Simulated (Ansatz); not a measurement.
**CaO (Lime): optical spectrum from first principles**

Wanted: where CaO (Lime) starts to absorb, how strongly, and its refractive index.

Method: DFT, PBE, plane-wave PAW, default files, scalar-relativistic, independent-particle optical response without local fields, in Ansatz 0.2.0.

Report form: the programs' logs are mostly left out.

## Step 1: Set-up

The structure is cubic, space group Fm-3m (No. 225). Conventional cell: a = 4.813 Å, b = 4.813 Å, c = 4.813 Å, α = 90.00°, β = 90.00°, γ = 90.00°. Nearest to Ca lie 6 O at 2.41 Å. Nearest to O lie 6 Ca at 2.41 Å. Farther neighbours and most contacts between anions are not listed.

As a file:

```cif
data_structure
_symmetry_space_group_name_H-M 'Fm-3m'
_symmetry_Int_Tables_number 225
_cell_length_a 4.8130
_cell_length_b 4.8130
_cell_length_c 4.8130
_cell_angle_alpha 90.000
_cell_angle_beta 90.000
_cell_angle_gamma 90.000
_cell_volume 111.49
loop_
_atom_site_label
_atom_site_type_symbol
_atom_site_symmetry_multiplicity
_atom_site_Wyckoff_symbol
_atom_site_fract_x
_atom_site_fract_y
_atom_site_fract_z
_atom_site_occupancy
Ca1 Ca 4 a 0.00000 0.00000 0.00000 1
O1 O 4 b 0.50000 0.00000 0.00000 1
```

## Step 2: Ground state and bands

First the ground state: is it a metal or has it a gap?

This step: DFT, PBE, plane-wave PAW, default files, scalar-relativistic, ground state (Ansatz 0.2.0).

The input, input.yaml:

```yaml
crystal:
  lattice:
    - [0.0, 2.4065, 2.4065]
    - [2.4065, 0.0, 2.4065]
    - [2.4065, 2.4065, 0.0]
  atoms:
    - { symbol: Ca, position: [0.0, 0.0, 0.0] }
    - { symbol: O, position: [0.5, 0.5, 0.5] }
kpoints:
  mp_grid: { grid: [8, 8, 8] }
  band_path:
    path:
      - [[0.0, 0.0, 0.0], [0.5, 0.0, 0.5], [0.5, 0.25, 0.75], [0.375, 0.375, 0.75], [0.0, 0.0, 0.0], [0.5, 0.5, 0.5], [0.625, 0.25, 0.625], [0.5, 0.25, 0.75], [0.5, 0.5, 0.5], [0.375, 0.375, 0.75]]
      - [[0.625, 0.25, 0.625], [0.5, 0.0, 0.5]]
    npoints: 6
scf:
  occupations: { method: fermi_dirac, width: 0.05 }
  n_extra_bands: 6
hamiltonian:
  xc: pbe
  pseudopotentials: { kind: paw }
output:
  forces: true
  stress: true
  populations: true
  write_bands: true
  write_density: true
  write_potential: true
  elf: true
  volumetric_format: npy
```

Started as:

```
> ansatz run input.yaml --threads 4 --pin off --max-ram 8192MiB --backend cpu --events-out ev --progress --plain --runs-dir out
```

The job ended after 0.93 s (4 threads of Arm Neoverse V2, shared host; peak memory 0.27 GiB; 1.8 s of CPU time).

Read-outs, printed or worked out from the files:

```
free energy                  : -2387.7218 eV
Fermi energy                 : 9.487 eV
gap by band count            : 3.656 eV
electrons                    : 16
symmetry operations          : 48
pressure                     : 1.199 GPa
gap on the k-mesh            : 3.656 eV
volume                       : 27.87 Å³
gap on the path              : 3.656 eV
least direct gap on the path : 4.030 eV
```

There is a gap, 3.66 eV on the path, so no carriers' term is needed. The cell is left with a pressure of 1.2 GPa, as it stands unrelaxed at this level.

The electronic bands at the labelled points (eV, zero at the Fermi level; v1 is the highest filled band, c1 the lowest empty one):

| point | v3 | v2 | v1 | c1 | c2 | c3 | c4 |
| --- | --- | --- | --- | --- | --- | --- | --- |
| Γ | -1.84 | -1.84 | -1.84 | 2.86 | 4.39 | 4.39 | 4.39 |
| halfway | -3.50 | -2.13 | -2.13 | 2.88 | 4.75 | 6.21 | 6.21 |
| X | -3.14 | -2.21 | -2.21 | 1.82 | 6.18 | 7.04 | 7.67 |
| halfway | -3.09 | -2.68 | -2.50 | 2.64 | 6.41 | 6.45 | 7.55 |
| W | -3.11 | -2.89 | -2.89 | 4.47 | 4.47 | 6.52 | 7.68 |
| halfway | -3.14 | -3.01 | -2.71 | 3.63 | 5.49 | 6.60 | 7.50 |
| K | -3.17 | -3.04 | -2.61 | 3.30 | 6.14 | 6.70 | 7.19 |
| halfway | -3.63 | -2.76 | -2.39 | 4.26 | 5.18 | 5.36 | 6.18 |
| Γ | -1.84 | -1.84 | -1.84 | 2.86 | 4.39 | 4.39 | 4.39 |
| halfway | -3.36 | -2.49 | -2.49 | 4.41 | 5.00 | 5.34 | 5.34 |
| L | -4.45 | -3.02 | -3.02 | 5.20 | 6.50 | 6.50 | 6.64 |
| halfway | -4.00 | -2.98 | -2.89 | 4.71 | 5.49 | 6.69 | 7.18 |
| U | -3.17 | -3.04 | -2.61 | 3.30 | 6.14 | 6.70 | 7.19 |
| halfway | -3.14 | -3.01 | -2.71 | 3.63 | 5.49 | 6.60 | 7.50 |
| W | -3.11 | -2.89 | -2.89 | 4.47 | 4.47 | 6.52 | 7.68 |
| halfway | -3.87 | -2.96 | -2.88 | 4.90 | 4.98 | 6.90 | 7.07 |
| L | -4.45 | -3.02 | -3.02 | 5.20 | 6.50 | 6.50 | 6.64 |
| halfway | -4.00 | -2.98 | -2.89 | 4.71 | 5.49 | 6.69 | 7.18 |
| K | -3.17 | -3.04 | -2.61 | 3.30 | 6.14 | 6.70 | 7.19 |
| jump to U | -3.17 | -3.04 | -2.61 | 3.30 | 6.14 | 6.70 | 7.19 |
| halfway | -3.12 | -2.53 | -2.34 | 2.25 | 6.37 | 7.08 | 7.29 |
| X | -3.14 | -2.21 | -2.21 | 1.82 | 6.18 | 7.04 | 7.67 |

Electrostatic potential energy in the ac plane of the conventional cell at fractional y = 0.000, with atoms of Ca and O within 0.2 Å of it. With pseudopotentials it is smooth inside the atoms' cores, unlike the true potential.

Ten even steps from '0' (-53 eV) to '9' (11 eV), each cell a mean:
```
02699732599840
45899977899874
88999999999998
99999988899999
79998754689998
25998400269973
14897300169962
47998521479985
99999866789999
99999999999999
67899999999987
24799854799852
01699621499730
```

ELF in the ac plane of the conventional cell at fractional y = 0.000, with atoms of Ca and O within 0.2 Å of it. It is the smooth field of the valence electrons, not physical close to the nuclei.

Ten even steps from '_' (0.05) to '@' (0.84), each cell a mean:
```
@@@@**..++@@####@@%%::--@@@@
@@%%--__==%%@@@@%%**....**%%
--..____..--======::____..::
==--::______::::..____..----
@@%%**....**%%@@##--__==%%@@
##@@%%::--@@@@@@@@**..++@@%%
++%%%%::==@@@@@@@@##..++@@**
%%@@##::::%%@@@@@@++..++@@@@
####==..__--****==..__--**##
....________......______....
**==..__::**####**==..__::++
@@@@++..++@@@@%%@@##::::%%@@
@@@@##..++@@##++%%%%::==@@@@
```

## Step 3: Spectrum

The spectrum is a sum over vertical transitions between filled and empty bands at the fixed density, so many empty bands are needed.

This step: DFT, PBE, plane-wave PAW, default files, scalar-relativistic, independent-particle optical response without local fields (Ansatz 0.2.0).

input.yaml, the sections that differ from step 2:

```yaml
kpoints:
  mp_grid: { grid: [8, 8, 8] }
scf:
  occupations: { method: fixed }
output:
  optics:
    e_range: [0, 20]
    de: 0.05
    sigma: 0.15
    nscf_kmesh: { grid: [10, 10, 10] }
    bands: { spectra_wanted_up_to: 20 }
# crystal, hamiltonian: as in step 2
```

Run time: 2.2 s. Hardware: 4 threads; peak memory 0.49 GiB; 7.1 s of CPU time.

Read-outs, printed or worked out from the files:

```
electronic dielectric constant ε∞, mean over x, y and z (by symmetry where fewer were run) : 3.919
absorption onset, first axis (α over 10⁴ cm⁻¹, or the direct gap if that lies higher)      : 4.030 eV
main peak of Im epsilon, first axis                                                        : 9.508 eV
centre of weight of the strongest loss peak in the window                                  : 12.07 eV
least direct gap on the mesh                                                               : 4.030 eV
bands summed                                                                               : 24
spectra valid up to                                                                        : 27.49 eV
program's estimate of the k-sum error in Im epsilon                                        : 0.37 %
electrons in the f-sum                                                                     : 10.45
```

The Im ε, any direction has structure finer than the step of the table below, so its rows give means over 0.5 eV, whole bins alone (the curve runs from 0 to 20 eV). Peaks (eV: height): 8.40: 6.01, 9.50: 7.28, 14.95: 1.98.

The Im ε, any direction by photon energy; means over each step:

photon energy (eV), Im ε, any direction and a bar:
```
      3.5       0.00 
      4.0       0.37 ##
      4.5       1.49 ######
      5.0       2.24 ##########
      5.5       2.74 ############
      6.0       3.21 ##############
      6.5       3.32 ##############
      7.0       3.31 ##############
      7.5       3.53 ###############
      8.0       4.93 #####################
      8.5       5.71 #########################
      9.0       4.92 #####################
      9.5       6.93 ##############################
     10.0       4.57 ####################
     10.5       2.65 ###########
     11.0       1.61 #######
     11.5       0.56 ##
     12.0       0.39 ##
     12.5       0.39 ##
     13.0       0.39 ##
     13.5       0.33 #
     14.0       0.40 ##
     14.5       0.66 ###
     15.0       1.77 ########
     15.5       1.36 ######
     16.0       1.15 #####
     16.5       1.15 #####
     17.0       1.01 ####
     17.5       0.89 ####
     18.0       0.76 ###
     18.5       1.19 #####
     19.0       0.91 ####
     19.5       0.64 ###
```

The Re ε, any direction by photon energy:

| photon energy (eV) | Re ε, any direction |
| --- | --- |
| 0.0 | 3.92 |
| 0.5 | 3.93 |
| 1.0 | 3.97 |
| 1.5 | 4.03 |
| 2.0 | 4.13 |
| 2.5 | 4.28 |
| 3.0 | 4.50 |
| 3.5 | 4.87 |
| 4.0 | 5.83 |
| 4.5 | 5.82 |
| 5.0 | 5.58 |
| 5.5 | 5.18 |
| 6.0 | 4.81 |
| 6.5 | 4.17 |
| 7.0 | 4.07 |
| 7.5 | 4.23 |
| 8.0 | 4.54 |
| 8.5 | 2.24 |
| 9.0 | 2.50 |
| 9.5 | 0.546 |
| 10.0 | -2.28 |
| 10.5 | -1.58 |
| 11.0 | -1.61 |
| 11.5 | -0.848 |
| 12.0 | -0.0383 |
| 12.5 | 0.412 |
| 13.0 | 0.718 |
| 13.5 | 0.989 |
| 14.0 | 1.40 |
| 14.5 | 1.95 |
| 15.0 | 1.39 |
| 15.5 | 0.952 |
| 16.0 | 0.999 |
| 16.5 | 1.01 |
| 17.0 | 0.913 |
| 17.5 | 0.950 |
| 18.0 | 1.14 |
| 18.5 | 1.26 |
| 19.0 | 0.715 |
| 19.5 | 0.945 |
| 20.0 | 1.09 |

Table of reflectivity at normal incidence, any direction by photon energy; read off at these points:

photon energy (eV), reflectivity at normal incidence, any direction (%) and a bar:
```
      0.0       10.8 #####
      1.0       11.0 #####
      2.0       11.6 #####
      3.0       12.9 ######
      4.0       17.2 ########
      5.0       18.6 #########
      6.0       19.2 #########
      7.0       18.3 #########
      8.0       23.9 ############
      8.5       27.8 ##############
      9.0       22.2 ###########
     10.0       44.0 ######################
     10.2       45.3 #######################
     11.0       48.2 ########################
     11.4       59.4 ##############################
     12.0       24.6 ############
     13.0        1.8 
     14.0        1.4 
     15.0       10.3 #####
     16.0        5.8 ##
     17.0        5.0 ##
     18.0        2.5 #
     18.8        7.2 ###
     19.0        5.1 ##
     20.0        1.6
```

Table of refractive index n and extinction k by photon energy:

| photon energy (eV) | n | k |
| --- | --- | --- |
| 0.0 | 1.98 | 0 |
| 0.5 | 1.98 | 0 |
| 1.0 | 1.99 | 0 |
| 1.5 | 2.01 | 0 |
| 2.0 | 2.03 | 0 |
| 2.5 | 2.07 | 0 |
| 3.0 | 2.12 | 0 |
| 3.5 | 2.21 | 0 |
| 4.0 | 2.42 | 0.0502 |
| 4.5 | 2.43 | 0.308 |
| 5.0 | 2.41 | 0.471 |
| 5.5 | 2.35 | 0.583 |
| 6.0 | 2.30 | 0.698 |
| 6.5 | 2.18 | 0.759 |
| 7.0 | 2.16 | 0.766 |
| 7.5 | 2.20 | 0.791 |
| 8.0 | 2.37 | 1.05 |
| 8.5 | 2.07 | 1.43 |
| 9.0 | 1.95 | 1.15 |
| 9.5 | 1.98 | 1.84 |
| 10.0 | 1.16 | 1.91 |
| 10.5 | 0.838 | 1.51 |
| 11.0 | 0.570 | 1.39 |
| 11.5 | 0.259 | 0.956 |
| 12.0 | 0.421 | 0.464 |
| 12.5 | 0.700 | 0.278 |
| 13.0 | 0.876 | 0.222 |
| 13.5 | 1.01 | 0.164 |
| 14.0 | 1.19 | 0.170 |
| 14.5 | 1.41 | 0.190 |
| 15.0 | 1.37 | 0.701 |
| 15.5 | 1.14 | 0.593 |
| 16.0 | 1.12 | 0.510 |
| 16.5 | 1.13 | 0.520 |
| 17.0 | 1.06 | 0.470 |
| 17.5 | 1.06 | 0.425 |
| 18.0 | 1.12 | 0.321 |
| 18.5 | 1.24 | 0.519 |
| 19.0 | 0.959 | 0.451 |
| 19.5 | 1.02 | 0.313 |
| 20.0 | 1.07 | 0.254 |

The loss function −Im 1/ε at q → 0, any direction by energy loss; read off at these points:

| energy loss (eV) | loss function −Im 1/ε at q → 0, any direction |
| --- | --- |
| 3.50 | 0 |
| 4.00 | 0.00712 |
| 4.50 | 0.0415 |
| 5.00 | 0.0626 |
| 5.50 | 0.0799 |
| 6.00 | 0.0960 |
| 6.50 | 0.117 |
| 7.00 | 0.120 |
| 7.50 | 0.116 |
| 8.00 | 0.110 |
| 8.50 | 0.148 |
| 9.00 | 0.170 |
| 9.50 | 0.137 |
| 10.00 | 0.178 |
| 10.50 | 0.284 |
| 11.00 | 0.310 |
| 11.50 | 0.513 |
| 12.00 | 2.53 |
| 12.50 | 1.21 |
| 13.00 | 0.583 |
| 13.50 | 0.304 |
| 14.00 | 0.191 |
| 14.50 | 0.131 |
| 15.00 | 0.342 |
| 15.50 | 0.494 |
| 16.00 | 0.496 |
| 16.50 | 0.489 |
| 16.85 | 0.548 |
| 17.00 | 0.545 |
| 17.50 | 0.526 |
| 18.00 | 0.393 |
| 18.50 | 0.395 |
| 19.00 | 0.687 |
| 19.50 | 0.491 |
| 20.00 | 0.369 |

Optical constants at common wavelengths, from n + ik = √ε:

| wavelength (nm) | n | k | R (%) | 1/α |
| --- | --- | --- | --- | --- |
| 1550 | 1.99 | 0.000 | 10.9 | over 1 mm |
| 633 | 2.03 | 0.000 | 11.6 | over 1 mm |
| 450 | 2.09 | 0.000 | 12.5 | over 1 mm |
| 365 | 2.18 | 0.000 | 13.8 | over 1 mm |
| 308 | 2.43 | 0.067 | 17.4 | 367 nm |
| 248 | 2.41 | 0.471 | 18.6 | 42 nm |
| 193 | 2.19 | 0.762 | 18.5 | 20 nm |

Rows near the edge hang on the gap, which this functional as a rule makes too small, and phonon-assisted absorption is left out.

Through 1 µm of it, D65 light comes out colourless (x = 0.314, y = 0.331; 79 % transmitted).

The f-sum over the summed bands holds 10.4 of the cell's 16 electrons outside the frozen cores, 10 of which lie in bands more than 12 eV below the Fermi level, whose transitions come at higher energies. Up to 20 eV the strength has a mean oscillator energy of 9.2 eV, and these transitions give 84 % of ε∞ − 1 along x; the rest comes from higher ones.

## Step 4: Static response with local fields

Perturbation theory gives the static response with local fields and the functional's kernel, and it needs no empty bands.

This step: DFT, PBE, plane-wave PAW, default files, scalar-relativistic, static field response by perturbation theory with local fields (Ansatz 0.2.0).

input.yaml, the sections that differ from step 3:

```yaml
dielectric: {}
# crystal, kpoints, scf, hamiltonian: as in step 3
# output: removed
```

Wall time 4.5 s (4 threads); peak memory 0.36 GiB.

This step gave:

```
electronic dielectric constant ε∞, mean over x, y and z (by symmetry where fewer were run) : 3.791
```

ε∞ with local fields:

```
3.79 0.00 0.00
0.00 3.79 0.00
0.00 0.00 3.79
```

Diagonal elements. Born, by row:

| atom | Z*xx (e) | Z*yy (e) | Z*zz (e) |
| --- | --- | --- | --- |
| Ca1 | 2.355 | 2.355 | 2.355 |
| O2 | -2.355 | -2.355 | -2.355 |

Mean Born charges are Ca +2.35 and O -2.35, against formal valences of +2 and -2. The largest lies a little above its ionic value.

## Step 5: Outcome

- gap on the path: 3.66 eV
- least direct gap on the path: 4.03 eV
- electronic dielectric constant ε∞, mean over x, y and z (by symmetry where fewer were run) (independent particles): 3.92
- absorption onset, first axis (α over 10⁴ cm⁻¹, or the direct gap if that lies higher): 4.03 eV
- main peak of Im epsilon, first axis: 9.51 eV
- centre of weight of the strongest loss peak in the window, first axis: 12.1 eV
- electronic dielectric constant ε∞, mean over x, y and z (by symmetry where fewer were run) (static response with local fields): 3.79

In words: At this level (PBE, independent particles) CaO has ε∞ = 3.92 (3.79 with local fields) and n = 1.99 at 1550 nm; absorption sets in near 4.0 eV, and Im ε peaks at 9.5 eV. The gap is indirect (3.66 eV), so absorption without phonons can begin only at the direct gap of 4.03 eV. Lines 0.15 eV wide carry a tail of absorption under the direct gap, past the threshold already at 3.94 eV. Absorption passes 10⁴ cm⁻¹ from the direct gap on, 4.03 eV, in the ultraviolet, so the visible is passed. The strongest loss structure up to 20 eV has its centre of weight at 12.1 eV; a free-electron gas of the 10.4 electrons in the f-sum would put its plasmon at 22.7 eV. The f-sum over the summed bands holds 10.4 of the cell's 16 electrons outside the frozen cores, 10 of which lie in bands more than 12 eV below the Fermi level, whose transitions come at higher energies. Up to 20 eV the strength has a mean oscillator energy of 9.2 eV, and these transitions give 84 % of ε∞ − 1 along x; the rest comes from higher ones. Through 1 µm of it, D65 light comes out colourless (x = 0.314, y = 0.331; 79 % transmitted). With local fields and the functional's kernel the static response is 3.79 against 3.92 for independent particles (-3 %). In the base spectrum excitons and phonon-assisted transitions are missing, and so are local fields; PBE gaps are as a rule too small, which pulls the onset down and ε∞ up. In the base run ε includes the program's bounded estimate of what the bands above those summed add.

[Logs are printed without paths, hosts, clocks, repeated set-up lines and the standing remarks that a program may print on its own settings, such as how far it seeks lower states.]

[Hosts, paths, dates, database ids (printed as entryN), source tags and the programs' standing remarks are cut or masked in the printed files.]
